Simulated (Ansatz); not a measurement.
# GaSn (hypothetical, Fm-3m): phonons against volume

Aim: how the vibrations of GaSn (hypothetical) shift with volume, and the expansion that follows. The crystal structure is hypothetical: it was made by swapping elements on a known structure type.

Calculated with Ansatz 0.2.0; DFT PBEsol, scalar-relativistic, plane waves, PAW.

**1. Set-up**

The structure is cubic, space group Fm-3m (No. 225). Conventional cell: a = 4.288 Å, b = 4.288 Å, c = 4.288 Å, α = 90.00°, β = 90.00°, γ = 90.00°. Nearest to Sn lie 6 Ga at 2.14 Å. Ga has 6 Sn at 2.14 Å nearest. Farther neighbours are not listed.

**2. Probe on a coarse mesh**

Before spending time, one coarse run tells the gap and the pressure of the starting cell.

input.yaml reads:

```yaml
crystal:
  lattice:
    - [0.0, 2.14418, 2.14418]
    - [2.14418, 0.0, 2.14418]
    - [2.14418, 2.14418, 0.0]
  atoms:
    - { symbol: Sn, position: [0.5, 0.5, 0.5] }
    - { symbol: Ga, position: [0.0, 0.0, 0.0] }
kpoints:
  mp_grid: { grid: [8, 8, 8] }
hamiltonian:
  xc: pbesol
scf:
  occupations: { method: gaussian, width: 0.1 }
output:
  forces: true
  stress: true
  eigenvalues: true
```

On the command line:

```sh
> ansatz run input.yaml --threads 4 --pin off --max-ram 8192MiB --backend cpu --events-out ev --progress --plain --runs-dir out
```

Numbers of over 12 decimals in the logs are rounded to 6 here.

Output:

```text
Engine: ansatz 0.2.0, aarch64-unknown-linux-gnu
Pseudopotentials: kind: paw
Pseudopotential: Sn, paw, valence charge 14, recommended cutoff 420 eV (normal), Sn.paw.azcp
Pseudopotential: Ga, paw, valence charge 13, recommended cutoff 420 eV (normal), Ga.paw.azcp
Functional definition: PBEsol
  exchange = pbesol_x
  correlation = pbesol_c
Crystal: 2 atoms, lattice volume = 19.716 Å³
Basis set: ecut = 420 eV, 387 PW (Γ), exchange–correlation on 48×48×48 points (8 copies of the dense FFT grid, shifted against one another)
Bands: 18, of which v1, the nominal top of the filled ones, is band 14 counted from 1 (13 counted from 0)
Symmetry: 48 space group operations
Space group: Fm-3m (ITA 225), of the structure as read, at distance tolerance 2.7e-5 Å
k-points: 29 of 512
Non-local potential: Sn, projectors of the file, l = 0: 2, l = 1: 2, l = 2: 2, l = 3: 2
Non-local potential: Ga, projectors of the file, l = 0: 2, l = 1: 2, l = 2: 3, l = 3: 1
PAW form: soft (Blöchl's): semilocal exchange-correlation on the pseudo side does not see the compensation charge
PAW frozen core: Sn, regenerated for the run's functional, and the local potential with it (the file was generated under x = pbe(κ = 0.804, μ = 0.219515), c = pbe(β = 0.066725))
PAW frozen core: Ga, regenerated for the run's functional, and the local potential with it (the file was generated under x = pbe(κ = 0.804, μ = 0.219515), c = pbe(β = 0.066725))
PAW one-centre angular grid: Sn, 590 points (default); XC on 64 Gauss nodes
PAW one-centre angular grid: Ga, 590 points (default); XC on 64 Gauss nodes
Initial density: superposition of atomic densities (neutral atoms: chi_scale 0, normalization atom), corrected by the library's trained network
Initial wavefunctions: pseudopotential atomic-orbital guess
Functional: x = pbesol(κ = 0.804, μ = 0.123457), c = pbesol(β = 0.046)
SCF iter   1: F=—  HF=-9679.664559 eV  |F-HF|=—  |Δ(HF+E_count)|=         —  Δρ=2.27e-2  dr2=5.72e-2  ethr=1.77e-3  ⟨swp⟩=7.3  Hψ=2817  notcnv=0
preconditioner: auto → none  [insulator: Δε(μ)=0.671 eV  Ē_g=25.351 eV  σ=0.100 eV  W_gap=0.88  n_scr=8 (ndim 8)  ℏωp=43.5 eV  f_vac=0.000  D(μ)=0.49/eV (n_scr^D=0)  ε∞_Penn≈3.9]
SCF iter   2: F=—  HF=-9679.645631 eV  |F-HF|=—  |Δ(HF+E_count)|=   1.89e-2  Δρ=9.11e-3  dr2=5.86e-3  ethr=2.12e-4  ⟨swp⟩=2.4  Hψ=1120  notcnv=0  defer=17
SCF iter   3: F=—  HF=-9679.643961 eV  |F-HF|=—  |Δ(HF+E_count)|=   1.67e-3  Δρ=3.46e-3  dr2=1.30e-3  ethr=2.17e-5  ⟨swp⟩=2.2  Hψ=829  notcnv=0  defer=17
SCF iter   4: F=—  HF=-9679.643808 eV  |F-HF|=—  |Δ(HF+E_count)|=   1.52e-4  Δρ=8.51e-4  dr2=5.55e-5  ethr=4.82e-6  ⟨swp⟩=2.0  Hψ=729  notcnv=0  defer=17
SCF iter   5: F=—  HF=-9679.643826 eV  |F-HF|=—  |Δ(HF+E_count)|=   1.76e-5  Δρ=1.56e-4  dr2=1.90e-6  ethr=2.06e-7  ⟨swp⟩=2.6  Hψ=896  notcnv=0  defer=18
SCF iter   6: F=-9679.643825 eV  HF=-9679.643825 eV  |F-HF|=9.99e-9  |Δ(HF+E_count)|=   3.43e-7  Δρ=1.80e-5  dr2=2.64e-8  ethr=3.70e-10  ⟨swp⟩=9.4  Hψ=3274  notcnv=0
SCF 1 converged in 6 iterations: F = -9679.643825 eV  dr2 = 2.64e-8
  greatest PAW one-centre occupation: 0.996 electrons in one spin orbital (limit 2), on the Ga atom at site 1 (counted from 0), in its partial waves of l = 2
SCF converged after 6 iterations
Free energy (F): -9679.643825 eV
Harris-Foulkes:  -9679.643825 eV  (|F-HF|=9.99e-9)
Internal energy: -9679.641341 eV  (E = F + TS)
E sigma→0 (E₀):  -9679.642583 eV
Entropy (-TS):   -0.002484 eV (-1.242 meV/atom)
Fermi energy:    28.901083 eV
--- Per-component energies (eV) ---
  E_band       = 302.673259
  E_kinetic    = 347.752156
  E_local      = -1437.124220  (includes V_loc(G=0)·N_el)
  E_nonlocal   = 395.979281
  E_hartree    = 964.459530
  E_xc         = -469.634003
  E_vxc        = -182.913980  (∫ρ·V_xc dr)
  E_paw        = -6006.622096  (= ΣΔE_a)
  E_vpaw       = -749.934295  (= ΣTr[D̂ρ^β])
  E_aug_tail   = -0.000154  (compensation charges beyond the density's cutoff)
  E_ewald      = -3475.599651
  E_core_change = 1.147818  (= ΣΔE_core)
  E_smearing   = -0.002484  (= −TS)
  E_closure    = 0.000000  (closes the sum)
  Σ components = -9679.643825   (vs F -9679.643825, Δ=0.00e0)
--- Forces (eV/Å), atoms counted from 1 ---
  atom   1  Sn     0.00000000     0.00000000     0.00000000
  atom   2  Ga    -0.00000000     0.00000000     0.00000000
  max |Σ_I F_I| component: 2.85e-29 eV/Å
--- Stress (GPa, compression-positive) ---
      359.471622      -0.000000       0.000000
        0.000000     359.471622      -0.000000
        0.000000       0.000000     359.471622
  P = ⅓ Tr σ = 359.4716 GPa (3594.716 kbar)
--- Band table (eV; the first three rows and the last of 29) ---
  k-point 0: bands = [... 10 lower, 11.5621, 31.3107, 31.3107, 31.3107, 34.5171, 38.2906, 38.2906, 38.2906]
  k-point 1: bands = [... 10 lower, 11.4128, 28.6511, 31.3194, 31.3194, 34.2554, 38.4295, 38.4295, 39.2088]
  k-point 2: bands = [... 10 lower, 11.0827, 24.0281, 31.4532, 31.4532, 34.3603, 36.4328, 36.4328, 38.2688]
  k-point 28: bands = [... 10 lower, 20.0786, 20.0786, 20.7835, 21.1028, 37.5714, 37.5714, 38.3201, 38.7046]
```

Elapsed: 0.42 s, on 4 threads of Arm Neoverse V2, shared host; peak memory 0.29 GiB; 1.1 s of CPU time.

This step gave:

- pressure: 359.5 GPa
- volume per atom: 9.858 Å³
- gap on the k-mesh: 0 eV

The start is under 359 GPa at this level and looks like a metal on this mesh.

**3. A loose first relaxation**

The start is far from rest, so a relaxation with loose thresholds first brings it near the minimum.

input.yaml: that of step 2 with these lines changed.

```diff
@@ -18 +18,6 @@
   eigenvalues: true
+relax:
+  adjacent_minimum: "off"
+  f_tol: 0.05
+  max_steps: 80
+  cell: { stress_tol: 0.5 }
```

Output:

```text
[...]
Crystal: 2 atoms, lattice volume = 19.716 Å³
Basis set: ecut = 420 eV, 387 PW (Γ), exchange–correlation on 48×48×48 points (8 copies of the dense FFT grid, shifted against one another)
Bands: 18, of which v1, the nominal top of the filled ones, is band 14 counted from 1 (13 counted from 0)
Symmetry: 48 space group operations
[...]
k-points: 29 of 512
[...]
SCF iter   1: F=—  HF=-9679.664559 eV  |F-HF|=—  |Δ(HF+E_count)|=         —  Δρ=2.27e-2  dr2=5.72e-2  ethr=1.77e-3  ⟨swp⟩=7.3  Hψ=2817  notcnv=0
[...]
SCF iter   6: F=-9679.643825 eV  HF=-9679.643825 eV  |F-HF|=9.99e-9  |Δ(HF+E_count)|=   3.43e-7  Δρ=1.80e-5  dr2=2.64e-8  ethr=3.70e-10  ⟨swp⟩=9.4  Hψ=3274  notcnv=0
SCF 1 converged in 6 iterations: F = -9679.643825 eV  dr2 = 2.64e-8
[...]
relax step   1: F+E_penalty+E_count = -9679.64382547 eV  Δ(F+E_penalty+E_count) = +0.000e0 eV  max|allowed force component| = 1.676e-29 eV/Å  Δτ_max = 0.0000 Å  P = +359.472 GPa  Ω = 19.716 Å³  (6 SCF iters, dr2 threshold 1.00e-7 eV, accepted)
Crystal: 2 atoms, lattice volume = 22.742 Å³
Basis set: ecut = 420 eV, 459 PW (Γ), exchange–correlation on 48×48×48 points (8 copies of the dense FFT grid, shifted against one another)
[...]
iter 1 solved again at ethr=1.56e-4 eV; its pass at ethr=3.10e-3 eV (dr2=4.22e-2 eV) is discarded
[...]
SCF iter   6: F=-9684.900918 eV  HF=-9684.900918 eV  |F-HF|=5.27e-8  |Δ(HF+E_count)|=   9.16e-7  Δρ=2.65e-5  dr2=8.49e-8  ethr=7.41e-10  ⟨swp⟩=6.3  Hψ=3141  notcnv=0
SCF 2 converged in 6 iterations: F = -9684.900918 eV  dr2 = 8.49e-8
[...]
relax step   2: F+E_penalty+E_count = -9684.90091768 eV  Δ(F+E_penalty+E_count) = -5.257e0 eV  max|allowed force component| = 2.370e-29 eV/Å  Δτ_max = 0.0000 Å  P = +212.624 GPa  Ω = 22.742 Å³  energy of the carried Pulay correction = -9.829e-3 eV  (6 SCF iters, dr2 threshold 2.00e-7 eV, accepted)
Crystal: 2 atoms, lattice volume = 26.063 Å³
Basis set: ecut = 420 eV, 531 PW (Γ), exchange–correlation on 48×48×48 points (8 copies of the dense FFT grid, shifted against one another)
[...]
SCF iter   6: F=-9688.293976 eV  HF=-9688.293976 eV  |F-HF|=3.10e-8  |Δ(HF+E_count)|=   2.66e-6  Δρ=2.18e-5  dr2=4.83e-8  ethr=7.41e-10  ⟨swp⟩=6.0  Hψ=3053  notcnv=0
SCF 3 converged in 6 iterations: F = -9688.293976 eV  dr2 = 4.83e-8
[...]
relax step   3: F+E_penalty+E_count = -9688.29397572 eV  Δ(F+E_penalty+E_count) = -3.393e0 eV  max|allowed force component| = 5.391e-29 eV/Å  Δτ_max = 0.0000 Å  P = +123.862 GPa  Ω = 26.063 Å³  energy of the carried Pulay correction = -1.913e-2 eV  (6 SCF iters, dr2 threshold 2.00e-7 eV, accepted)
[... from here on, the SCF cycles and remarks between the steps are left out ...]
relax step   4: F+E_penalty+E_count = -9690.39256092 eV  Δ(F+E_penalty+E_count) = -2.099e0 eV  max|allowed force component| = 1.249e-29 eV/Å  Δτ_max = 0.0000 Å  P = +66.952 GPa  Ω = 29.693 Å³  energy of the carried Pulay correction = -2.790e-2 eV  (6 SCF iters, dr2 threshold 2.00e-7 eV, accepted)
relax step   5: F+E_penalty+E_count = -9691.54863898 eV  Δ(F+E_penalty+E_count) = -1.156e0 eV  max|allowed force component| = 1.785e-29 eV/Å  Δτ_max = 0.0000 Å  P = +26.813 GPa  Ω = 33.750 Å³  energy of the carried Pulay correction = -3.634e-2 eV  (6 SCF iters, dr2 threshold 2.00e-7 eV, accepted)
relax step   6: F+E_penalty+E_count = -9691.78297216 eV  Δ(F+E_penalty+E_count) = -2.343e-1 eV  max|allowed force component| = 1.110e-28 eV/Å  Δτ_max = 0.0000 Å  P = -8.206 GPa  Ω = 38.162 Å³  energy of the carried Pulay correction = -4.423e-2 eV  (6 SCF iters, dr2 threshold 2.00e-7 eV, accepted)
relax step   7: F+E_penalty+E_count = -9691.81312863 eV  Δ(F+E_penalty+E_count) = -3.016e-2 eV  max|allowed force component| = 1.065e-29 eV/Å  Δτ_max = 0.0000 Å  P = +0.265 GPa  Ω = 37.028 Å³  energy of the carried Pulay correction = -4.232e-2 eV  (5 SCF iters, dr2 threshold 2.00e-7 eV, accepted)
relax step   8: F+E_penalty+E_count = -9692.37972817 eV  Δ(F+E_penalty+E_count) = -5.666e-1 eV  max|allowed force component| = 1.926e-29 eV/Å  Δτ_max = 0.0000 Å  P = +20.741 GPa  Ω = 37.028 Å³  stress off target by 2.07e1 GPa  SCF on the basis re-selected at this cell (its energy is not comparable with the rows above)  (7 SCF iters)
relax step   9: F+E_penalty+E_count = -9692.65360213 eV  Δ(F+E_penalty+E_count) = -2.739e-1 eV  max|allowed force component| = 3.131e-29 eV/Å  Δτ_max = 0.0000 Å  P = +11.839 GPa  Ω = 39.789 Å³  energy of the carried Pulay correction = -1.395e-3 eV  (6 SCF iters, dr2 threshold 2.00e-7 eV, accepted)
relax step  10: F+E_penalty+E_count = -9692.84230610 eV  Δ(F+E_penalty+E_count) = -1.887e-1 eV  max|allowed force component| = 1.624e-29 eV/Å  Δτ_max = 0.0000 Å  P = +2.909 GPa  Ω = 44.161 Å³  energy of the carried Pulay correction = -4.583e-3 eV  (6 SCF iters, dr2 threshold 2.00e-7 eV, accepted)
relax step  11: F+E_penalty+E_count = -9692.85786884 eV  Δ(F+E_penalty+E_count) = -1.556e-2 eV  max|allowed force component| = 1.680e-29 eV/Å  Δτ_max = 0.0000 Å  P = +0.478 GPa  Ω = 45.799 Å³  energy of the carried Pulay correction = -5.966e-3 eV  (6 SCF iters, dr2 threshold 2.00e-7 eV, accepted)
[...]
SCF iter   6: F=-9692.861077 eV  HF=-9692.861077 eV  |F-HF|=1.33e-10  |Δ(HF+E_count)|=   2.93e-9  Δρ=1.28e-6  dr2=7.97e-10  ethr=7.41e-12  ⟨swp⟩=4.7  Hψ=1710  notcnv=0
SCF 12 converged in 6 iterations: F = -9692.861077 eV  dr2 = 7.97e-10
relax step  12: F+E_penalty+E_count = -9692.86107706 eV  Δ(F+E_penalty+E_count) = -3.208e-3 eV  max|allowed force component| = 1.706e-29 eV/Å  Δτ_max = 0.0000 Å  P = +0.462 GPa  Ω = 45.799 Å³  stress off target by 4.62e-1 GPa  SCF on the basis re-selected at this cell (its energy is not comparable with the rows above)  (6 SCF iters)
[...]
SCF converged after 6 iterations
Free energy (F): -9692.861077 eV
[...]
Internal energy: -9692.854796 eV  (E = F + TS)
E sigma→0 (E₀):  -9692.857936 eV
Entropy (-TS):   -0.006281 eV (-3.141 meV/atom)
Fermi energy:    10.072326 eV
[...]
--- Stress (GPa, compression-positive) ---
        0.462482       0.000000       0.000000
        0.000000       0.462482       0.000000
        0.000000       0.000000       0.462482
  P = ⅓ Tr σ = 0.4625 GPa (4.625 kbar)
--- Band table (eV; the first three rows and the last of 29) ---
  k-point 0: bands = [... 10 lower, -1.0504, 11.3876, 11.3876, 11.3876, 11.9821, 17.0495, 17.0495, 17.0495]
  k-point 1: bands = [... 10 lower, -0.8297, 9.2405, 11.3778, 11.3778, 13.3651, 16.2243, 16.2243, 16.6115]
  k-point 2: bands = [... 10 lower, -0.1676, 6.7468, 11.4357, 11.4357, 13.6549, 14.6668, 14.6668, 15.4942]
  k-point 28: bands = [... 10 lower, 3.5859, 4.4684, 6.4970, 6.4970, 13.8155, 14.1687, 17.4034, 17.4034]
--- Relaxed structure (10 steps of the walk, 10 accepted, 2 SCFs on fresh bases) ---
  F+E_penalty+E_count = -9692.86107706 eV   max|allowed force component| = 1.706e-29 eV/Å   (the final SCF, on the basis selected at the relaxed cell)
  cell:  # Å, volume = 45.7990 Å³
    - [0, 2.839719, 2.839719]
    - [2.839719, 0, 2.839719]
    - [2.839719, 2.839719, 0]
  atoms:
    - { symbol: Sn, position: [0.5, 0.5, 0.5] }
    - { symbol: Ga, position: [0, 0, 0] }
```

Run time: 4.2 s. Hardware: 4 threads; peak memory 0.34 GiB; 14 s of CPU time.

The steps of the relaxation:

| step | energy less that of the first step (eV) | largest force component (eV/Å) | pressure (GPa) | volume (Å³) |
| --- | --- | --- | --- | --- |
| 1 | 0.0000 | 0.0000 | 359.47 | 19.72 |
| 2 | -5.2571 | 0.0000 | 212.62 | 22.74 |
| 3 | -8.6502 | 0.0000 | 123.86 | 26.06 |
| 4 | -10.7487 | 0.0000 | 66.95 | 29.69 |
| 5 | -11.9048 | 0.0000 | 26.81 | 33.75 |
| 6 | -12.1391 | 0.0000 | -8.21 | 38.16 |
| 7 | -12.1693 | 0.0000 | 0.27 | 37.03 |
| 8* | -12.7359 | 0.0000 | 20.74 | 37.03 |
| 9 | -13.0098 | 0.0000 | 11.84 | 39.79 |
| 10 | -13.1985 | 0.0000 | 2.91 | 44.16 |
| 11 | -13.2140 | 0.0000 | 0.48 | 45.80 |
| 12* | -13.2173 | 0.0000 | 0.46 | 45.80 |

Relaxation steps marked * repeat the geometry before them on a plane-wave basis chosen anew for their cell, so energy and pressure can jump there.

The run keeps the 48 symmetry operations that it works with, so distortions that break them were not tested.

| cell as run | before | after | change |
| --- | --- | --- | --- |
| a (Å) | 3.032 | 4.016 | +32.4 % |
| b (Å) | 3.032 | 4.016 | +32.4 % |
| c (Å) | 3.032 | 4.016 | +32.4 % |
| volume (Å³/atom) | 9.86 | 22.90 | +132.3 % |

The relaxed structure:

```xyz
2
Lattice="0.0000 2.8397 2.8397 2.8397 0.0000 2.8397 2.8397 2.8397 0.0000" Properties=species:S:1:pos:R:3 pbc="T T T"
Sn    2.8397    2.8397    2.8397
Ga    0.0000    0.0000    0.0000
```

Numbers from this step:

* pressure: 0.4625 GPa
* volume per atom: 22.90 Å³

The relaxation ends with a pressure of 0.46 GPa.

[end of part 1 of 4]

[Logs are printed without paths, hosts, clocks, repeated set-up lines and the standing remarks that a program may print on its own settings, such as how far it seeks lower states.]

[Hosts, paths, dates, database ids (printed as entryN), source tags and the programs' standing remarks are cut or masked in the printed files.]

[A step with changed settings may run another functional than the one named; its input shows which.]

[Of the runs on displaced cells, only some may be shown.]
